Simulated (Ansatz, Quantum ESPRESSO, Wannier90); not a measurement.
# Ballistic channels from Wannier functions: straight Ag chain, spacing 2.66 Å, part 3 of 5

Wanted: localised orbitals and the quantum conductance of this wire: straight Ag chain, spacing 2.66 Å.

Quantum ESPRESSO 7.5 and Wannier90 3.1.0; plane-wave DFT, LDA, GBRV ultrasoft pseudopotentials; cross-check by Ansatz 0.2.0 with PAW datasets.

So far. Step 2 (Ground state): The run needed 11 iterations to bring the estimated error under 1e-07 Ry.

**6. Wannier functions and transport**

Level of this step: maximally localised Wannier functions and ballistic conductance; plane-wave DFT, LDA, GBRV ultrasoft pseudopotentials (Wannier90).

After disentangling and localising, transport_mode = bulk builds principal layers from hoppings within dist_cutoff and counts open channels.

Contents of wan.win:

```
num_wann = 6
num_bands = 21
num_iter = 200
num_print_cycles = 20
conv_tol = 1e-8
conv_window = 5
guiding_centres = true
dis_num_iter = 1500
dis_conv_tol = 1e-8
dis_win_min = -14.3029
dis_win_max = 5.6971
dis_froz_max = -1.8029
search_shells = 120
fermi_energy = -3.3029

transport = true
transport_mode = bulk
one_dim_axis = z
dist_cutoff = 18.52
dist_cutoff_mode = one_dim
tran_win_min = -4.0
tran_win_max = 2.0
tran_energy_step = 0.02

bands_plot = true
bands_num_points = 96
begin kpoint_path
G 0.0 0.0 0.0 Z 0.0 0.0 0.5
end kpoint_path

begin projections
Ag:s;d
end projections

begin unit_cell_cart
ang
  8.0000000000 0.0000000000 0.0000000000
  0.0000000000 8.0000000000 0.0000000000
  0.0000000000 0.0000000000 2.6600000000
end unit_cell_cart

begin atoms_frac
  Ag 0.0000000000 0.0000000000 0.0000000000
end atoms_frac

mp_grid = 1 1 14
begin kpoints
  0.0 0.0 0.0000000000
  0.0 0.0 0.0714285714
  0.0 0.0 0.1428571429
  0.0 0.0 0.2142857143
  0.0 0.0 0.2857142857
  0.0 0.0 0.3571428571
  0.0 0.0 0.4285714286
  0.0 0.0 0.5000000000
  0.0 0.0 0.5714285714
  0.0 0.0 0.6428571429
  0.0 0.0 0.7142857143
  0.0 0.0 0.7857142857
  0.0 0.0 0.8571428571
  0.0 0.0 0.9285714286
end kpoints
```

On the command line:

```sh
> OMP_NUM_THREADS=1 wannier90.x wan > wan.run.log
```

The program printed:

```text
[banner, memory and clock lines left out]
+---------------------------------------------------+
             |                                                   |
             |                   WANNIER90                       |
             |                                                   |
             +---------------------------------------------------+
             |                                                   |
             |        Welcome to the Maximally-Localized         |
             |        Generalized Wannier Functions code         |
             |                             |
             |                                                   |
             |                                                   |
             |  Wannier90 Developer Group:                       |
             |    Giovanni Pizzi    (EPFL)                       |
             |    Valerio Vitale    (Cambridge)                  |
             |    David Vanderbilt  (Rutgers University)         |
             |    Nicola Marzari    (EPFL)                       |
             |    Ivo Souza         (Universidad del Pais Vasco) |
             |    Arash A. Mostofi  (Imperial College London)    |
             |    Jonathan R. Yates (University of Oxford)       |
             |                                                   |
             |  For the full list of Wannier90 3.x authors,      |
             |  please check the code documentation and the      |
             |  README on the GitHub page of the code            |
             |                                                   |
             |                                                   |
             |                                                   |
             |  [ref] "Wannier90 as a community code:            |
             |        new features and applications",            |
             |        165902 (2020).                             |
             |            |
             |                                                   |
             |  in any publications arising from the use of      |
             |                                                   |
             |  [ref] "Maximally Localized Generalised Wannier   |
             |         Functions for Composite Energy Bands"     |
             |         N. Marzari and D. Vanderbilt              |
             |         Phys. Rev. B 56 12847 (1997)              |
             |                                                   |
             |  [ref] "Maximally Localized Wannier Functions     |
             |         for Entangled Energy Bands"               |
             |         I. Souza, N. Marzari and D. Vanderbilt    |
             |         Phys. Rev. B 65 035109 (2001)             |
             |                                                   |
             |                                                   |
             | Copyright (c) 1996-2020                           |
             |        The Wannier90 Developer Group and          |
             |        individual contributors                    |
             |                                                   |
             |      Release: 3.1.0        5th March    2020      |
             |                                                   |
             | This program is free software; you can            |
             | redistribute it and/or modify it under the terms  |
             | of the GNU General Public License as published by |
             | the Free Software Foundation; either version 2 of |
             | the License, or (at your option) any later version|
             |                                                   |
             | This program is distributed in the hope that it   |
             | will be useful, but WITHOUT ANY WARRANTY; without |
             | even the implied warranty of MERCHANTABILITY or   |
             | FITNESS FOR A PARTICULAR PURPOSE. See the GNU     |
             | General Public License for more details.          |
             |                                                   |
             | You should have received a copy of the GNU General|
             | Public License along with this program; if not,   |
             | write to the Free Software Foundation, Inc.,      |
             | 675 Mass Ave, Cambridge, MA 02139, USA.           |
             |                                                   |
             +---------------------------------------------------+
[date or host left out]
             +---------------------------------------------------+

 ******************************************************************************
 * -> Using CODATA 2006 constant values                                       *
 *    (                      *
 * -> Using Bohr value from CODATA                                            *
 ******************************************************************************

 Running in serial (with parallel executable)

                                    ------
                                    SYSTEM
                                    ------

                              Lattice Vectors (Ang)
                    a_1     8.000000   0.000000   0.000000
                    a_2     0.000000   8.000000   0.000000
                    a_3     0.000000   0.000000   2.660000

                   Unit Cell Volume:     170.24000  (Ang^3)

                        Reciprocal-Space Vectors (Ang^-1)
                    b_1     0.785398   0.000000   0.000000
                    b_2     0.000000   0.785398   0.000000
                    b_3     0.000000   0.000000   2.362100

 *----------------------------------------------------------------------------*
 |   Site       Fractional Coordinate          Cartesian Coordinate (Ang)     |
 +----------------------------------------------------------------------------+
 | Ag   1   0.00000   0.00000   0.00000   |    0.00000   0.00000   0.00000    |
 *----------------------------------------------------------------------------*
                                ------------
                                K-POINT GRID
                                ------------

             Grid size =  1 x  1 x 14      Total points =   14

 *---------------------------------- MAIN ------------------------------------*
 |  Number of Wannier Functions               :                 6             |
 |  Number of Objective Wannier Functions     :                 6             |
 |  Number of input Bloch states              :                21             |
 |  Output verbosity (1=low, 5=high)          :                 1             |
[...]
20    -0.351E-04     0.0106083730        6.8254004988       0.01  <-- CONV
        O_D=      0.0000000 O_OD=      0.1719670 O_TOT=      6.8254005 <-- SPRD
 Delta: O_D=  0.1255818E-11 O_OD= -0.3507451E-04 O_TOT= -0.3507451E-04 <-- DLTA
 Cycle:     40
[...]
Sum of centres and spreads ( -0.000000, -0.000000,  0.000000 )     6.82533575

     40    -0.245E-05     0.0039390596        6.8253357490       0.02  <-- CONV
        O_D=      0.0000000 O_OD=      0.1719023 O_TOT=      6.8253357 <-- SPRD
 Delta: O_D=  0.9732544E-08 O_OD= -0.2459654E-05 O_TOT= -0.2449921E-05 <-- DLTA
 Cycle:     60
[...]
Sum of centres and spreads ( -0.000000, -0.000000,  0.000000 )     6.82530540

     60    -0.954E-06     0.0040724153        6.8253054046       0.03  <-- CONV
        O_D=      0.0000000 O_OD=      0.1718719 O_TOT=      6.8253054 <-- SPRD
 Delta: O_D= -0.1329179E-06 O_OD= -0.8211402E-06 O_TOT= -0.9540582E-06 <-- DLTA
 Cycle:     80
[...]
Sum of centres and spreads ( -0.000000, -0.000000, -0.000000 )     6.82528940

     80    -0.509E-06     0.0026210845        6.8252894043       0.04  <-- CONV
        O_D=      0.0000000 O_OD=      0.1718559 O_TOT=      6.8252894 <-- SPRD
 Delta: O_D= -0.2712899E-09 O_OD= -0.5091045E-06 O_TOT= -0.5093758E-06 <-- DLTA
 Cycle:    100
[...]
Sum of centres and spreads ( -0.000000, -0.000000,  0.000000 )     6.82528068

    100    -0.369E-06     0.0018402359        6.8252806808       0.05  <-- CONV
        O_D=      0.0000000 O_OD=      0.1718472 O_TOT=      6.8252807 <-- SPRD
 Delta: O_D= -0.1486411E-07 O_OD= -0.3539960E-06 O_TOT= -0.3688601E-06 <-- DLTA

 Writing checkpoint file wan.chk... done

 Cycle:    120
[...]
Sum of centres and spreads ( -0.000000, -0.000000,  0.000000 )     6.82527565

    120    -0.126E-06     0.0014311855        6.8252756455       0.06  <-- CONV
        O_D=      0.0000000 O_OD=      0.1718422 O_TOT=      6.8252756 <-- SPRD
 Delta: O_D= -0.4175523E-08 O_OD= -0.1214073E-06 O_TOT= -0.1255828E-06 <-- DLTA
 Cycle:    140
[...]
Sum of centres and spreads ( -0.000000, -0.000000, -0.000000 )     6.82527296

    140    -0.972E-07     0.0011854960        6.8252729559       0.07  <-- CONV
        O_D=      0.0000000 O_OD=      0.1718395 O_TOT=      6.8252730 <-- SPRD
 Delta: O_D= -0.1061865E-07 O_OD= -0.8655834E-07 O_TOT= -0.9717699E-07 <-- DLTA
 Cycle:    160
[...]
Sum of centres and spreads ( -0.000000, -0.000000, -0.000000 )     6.82527144

    160    -0.650E-07     0.0007541248        6.8252714416       0.08  <-- CONV
        O_D=      0.0000000 O_OD=      0.1718380 O_TOT=      6.8252714 <-- SPRD
 Delta: O_D= -0.1520488E-08 O_OD= -0.6348805E-07 O_TOT= -0.6500854E-07 <-- DLTA
 Cycle:    180
[...]
Sum of centres and spreads ( -0.000000, -0.000000, -0.000000 )     6.82527057

    180    -0.288E-07     0.0005544126        6.8252705686       0.09  <-- CONV
        O_D=      0.0000000 O_OD=      0.1718371 O_TOT=      6.8252706 <-- SPRD
 Delta: O_D=  0.4370474E-09 O_OD= -0.2927364E-07 O_TOT= -0.2883659E-07 <-- DLTA
 Cycle:    200
[...]
WF centre and spread    5  (  0.000000, -0.000000, -0.000000 )     0.64218007
  WF centre and spread    6  ( -0.000000, -0.000000,  0.000000 )     0.65017109
  Sum of centres and spreads ( -0.000000, -0.000000, -0.000000 )     6.82527011

    200    -0.139E-07     0.0004035592        6.8252701061       0.09  <-- CONV
        O_D=      0.0000000 O_OD=      0.1718366 O_TOT=      6.8252701 <-- SPRD
 Delta: O_D=  0.4695756E-09 O_OD= -0.1436914E-07 O_TOT= -0.1389957E-07 <-- DLTA

 Writing checkpoint file wan.chk... done

 Final State
  WF centre and spread    1  ( -0.000000, -0.000000, -0.000000 )     3.25364967
  WF centre and spread    2  (  0.000000,  0.000000, -0.000000 )     0.83547905
  WF centre and spread    3  ( -0.000000,  0.000000, -0.000000 )     0.72189511
  WF centre and spread    4  (  0.000000,  0.000000,  0.000000 )     0.72189511
  WF centre and spread    5  (  0.000000, -0.000000, -0.000000 )     0.64218007
  WF centre and spread    6  ( -0.000000, -0.000000,  0.000000 )     0.65017109
  Sum of centres and spreads ( -0.000000, -0.000000, -0.000000 )     6.82527011

         Spreads (Ang^2)       Omega I      =     6.653433472
        ================       Omega D      =     0.000000002
                               Omega OD     =     0.171836633
    Final Spread (Ang^2)       Omega Total  =     6.825270106
 Time for wannierise            0.088 (sec)

 Writing checkpoint file wan.chk... done

 *---------------------------------------------------------------------------*
 |                               PLOTTING                                    |
 *---------------------------------------------------------------------------*

 Translated centres
    translation centre in fractional coordinate:  0.000000  0.000000  0.000000
  WF centre     1  ( -0.000000, -0.000000, -0.000000 )
  WF centre     2  (  0.000000,  0.000000, -0.000000 )
  WF centre     3  ( -0.000000,  0.000000, -0.000000 )
  WF centre     4  (  0.000000,  0.000000,  0.000000 )
  WF centre     5  (  0.000000, -0.000000, -0.000000 )
  WF centre     6  ( -0.000000, -0.000000,  0.000000 )

 Calculating interpolated band-structure

 Time to calculate interpolated band structure       0.004 (sec)

 Time for plotting              0.007 (sec)

 *---------------------------------------------------------------------------*
 |                              TRANSPORT                                    |
 *---------------------------------------------------------------------------*

 Calculation of Quantum Conductance and DoS: bulk mode

 Maximum imaginary part of the real-space Hamiltonian:     0.000003

     Maximum real part of the real-space Hamiltonian at each lattice point
            Lattice point R           Max |H_ij(R)|
                  -8                     0.000000
                  -7                     0.000000
                  -6                     0.008288
                  -5                     0.055349
                  -4                     0.134904
                  -3                     0.248563
                  -2                     0.453422
                  -1                     1.333147
                   0                     6.147640
                   1                     1.333147
                   2                     0.453422
                   3                     0.248563
                   4                     0.134904
                   5                     0.055349
                   6                     0.008288
                   7                     0.000000
                   8                     0.000000

 Number of unit cells inside the principal layer:     6
 Number of Wannier Functions inside the principal layer:    36

 Calculating quantum conductance and density of states... done

 Time for transport             0.853 (sec)
 Total Execution Time           0.992 (sec)

 *===========================================================================*
 |                             TIMING INFORMATION                            |
 *===========================================================================*
 |    Tag                                                Ncalls      Time (s)|
 |---------------------------------------------------------------------------|
 |kmesh: get                                        :         1         0.012|
 |overlap: allocate                                 :         1         0.000|
 |overlap: read                                     :         1         0.021|
 |dis: main                                         :         1         0.006|
 |wann: main                                        :         1         0.088|
 |plot: main                                        :         1         0.007|
 |tran: main                                        :         1         0.853|
 *---------------------------------------------------------------------------*

 All done: wannier90 exiting
[key lines of the parts left out:]
|  Fermi energy (eV)                         :            -3.303             |
```

Elapsed: 1.4 s, on 1 MPI rank of Arm Neoverse V2, shared host; peak memory 0.09 GiB.

Numbers from this step:

* lead channels at the Fermi level, one spin: 1.0000
* total spread: 6.825 Å²
* gauge-invariant spread: 6.653 Å²
* largest misfit to plane-wave levels between mesh points, inside the frozen window: 0.07466 eV

Per spin. Table of quantum conductance of the perfect wire, open channels by energy, zero at the Fermi level:

```csv
energy (eV),"quantum conductance of the perfect wire, open channels"
-4.0000,1
-3.7600,1
-3.5000,3.00
-3.2600,3
-3.0000,3
-2.7600,3
-2.5000,5.00
-2.2600,3
-2.0000,3
-1.7600,1.000
-1.5000,1.3e-8
-1.2600,5.0e-9
-1.0200,1.000
-0.7600,1
-0.5000,1
-0.2600,1
0.0000,1
0.2400,1
0.5000,1
0.7400,1
1.0000,1
1.2400,1
1.5000,1
1.7400,1
2.0000,1
```

Wannier functions:

```csv
no.,x (Å),y (Å),z (Å),spread (Å²)
1,0,0,0,3.254
2,0,0,0,0.8355
3,0,0,0,0.7219
4,0,0,0,0.7219
5,0,0,0,0.6422
6,0,0,0,0.6502
```

The electronic bands at the labelled points (eV, zero at the Fermi level; # counts the bands kept):

```csv
point,#2,#3,#4,#5,#6
Γ,-2.68,-2.68,-1.81,-1.81,-1.07
halfway,-2.77,-2.77,-2.53,-2.52,0.02
Z,-3.50,-2.36,-2.36,-1.63,5.68
```

The electronic bands as a text plot (rows in eV):

```
    5.5 |                                                    ****
    5.0 |                                                  **
    4.6 |                                                 *
    4.2 |                                                *
    3.8 |                                               *
    3.3 |                                              *
    2.9 |                                             *
    2.5 |                                           **
    2.0 |                                          *
    1.6 |                                        **
    1.2 |                                      **
    0.8 |                                  ****
    0.3 |                             *****
   -0.1 |                        *****
   -0.5 |                 *******
   -0.9 |*****************
   -1.4 |
   -1.8 |***********                               **************
   -2.2 |           **********              *********************
   -2.7 |**************************************
   -3.1 |                         *****************
   -3.5 |                    *****                 **************
   -3.9 |              ******
   -4.4 |**************
         Γ                                                      Z
```

Bands and channels are those of the Wannier model: bands that were not projected, and all outside the frozen window, are missing or only approximate.

**7. Neighbour list from wannier90 -pp, with dist_cutoff = 5.85**

A sensitivity test on the input.

wan_w.win, as its differences from the input of step 6:

```diff
@@ -18,3 +18,3 @@
 one_dim_axis = z
-dist_cutoff = 18.52
+dist_cutoff = 5.85
 dist_cutoff_mode = one_dim
```

On the command line:

```sh
> OMP_NUM_THREADS=1 wannier90.x -pp wan_w > wan_w.pp.log
```

The job ended after 0.47 s (1 MPI rank; peak memory 0.09 GiB).

**8. Overlaps and projections**

The follow-up step for that run.

Contents of wan_w.p2w.in:

```
&inputpp
  prefix = 'nscf'
  outdir = './out'
  seedname = 'wan_w'
  write_mmn = .true.
  write_amn = .true.
  write_unk = .false.
/
```

On the command line:

```sh
> OMP_NUM_THREADS=1 mpirun -n 2 pw2wannier90.x -in wan_w.p2w.in > wan_w.p2w.out
```

Wall time 3 s (2 MPI ranks); peak memory 0.1 GiB.

(Part 3 of 5 ends here.)

[Logs are printed without paths, hosts, clocks, repeated set-up lines and the standing remarks that a program may print on its own settings, such as how far it seeks lower states.]

[Hosts, paths, dates, database ids (printed as entryN), source tags and the programs' standing remarks are cut or masked in the printed files.]

[Maps of the electrostatic potential energy from Ansatz leave out the sawtooth potential of an applied field or a dipole correction, so their vacuum need not be flat; planar profiles and work functions include it.]
